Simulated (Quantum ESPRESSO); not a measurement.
Records of electronic-structure calculations.

### SiNi: parallel and opposed starts

The structure is orthorhombic, space group Pnma (No. 62). The conventional cell has a = 5.173 Å, b = 3.338 Å, c = 5.605 Å, α = 90.00°, β = 90.00°, γ = 90.00°. Si has 6 Ni at 2.28 to 2.40 Å nearest. Ni has 6 Si at 2.28 to 2.40 Å nearest. Farther neighbours are not listed.

```
CELL_PARAMETERS angstrom
5.17310 0.00000 0.00000
0.00000 3.33810 0.00000
0.00000 0.00000 5.60490
ATOMIC_POSITIONS crystal
Si 0.32128 0.75000 0.08250
Si 0.17872 0.25000 0.58250
Si 0.82128 0.75000 0.41750
Si 0.67872 0.25000 0.91750
Ni 0.00779 0.25000 0.18752
Ni 0.49221 0.75000 0.68752
Ni 0.50779 0.25000 0.31248
Ni 0.99221 0.75000 0.81248
```

```yaml
method: PBEsol; plane waves with GBRV 1.5 PBEsol potentials, no spin-orbit coupling (and 1 further level or step)
program: Quantum ESPRESSO 7.5
settings_of_one_run: GBRV 1.5 PBEsol, potential files Si: si_pbesol_v1.uspp.F.UPF, Ni: ni_pbesol_v1.4.uspp.F.UPF, cutoff 544.23 eV, 10×14×8 k-mesh, 59 bands, fermi-dirac occupations, smearing width 0.05 eV, collinear spin, SCF threshold 1.60e-8, mesh matched on, starting moments 0 0 0 0 1 1 1 1 μB
cost: 3 runs, 77 min in all on 4 MPI ranks of Intel Xeon at 2.50GHz (Skylake/Cascade Lake), shared host (the runs of this entry)
lowest_state_found: non-magnetic (from ferro ++++, antiferro ++-- and antiferro +--+)
largest_site_moment: 0 μB
```

The lowest state carries no moment, and no start kept one. Only these 3 starts were compared; other wavevectors, canted and longer-period orders were not.

[Logs and program files are shortened in this print: banners, set-up blocks, solver, clock and traceback lines can be left out without a mark of their own.]

[Logs are printed without paths, hosts, clocks, repeated set-up lines and the standing remarks that a program may print on its own settings, such as how far it seeks lower states.]

[Hosts, paths, dates, database ids (printed as entryN), source tags and the programs' standing remarks are cut or masked in the printed files.]

[Where a cell is said to come from a database of computed structures, the database is the Materials Project.]
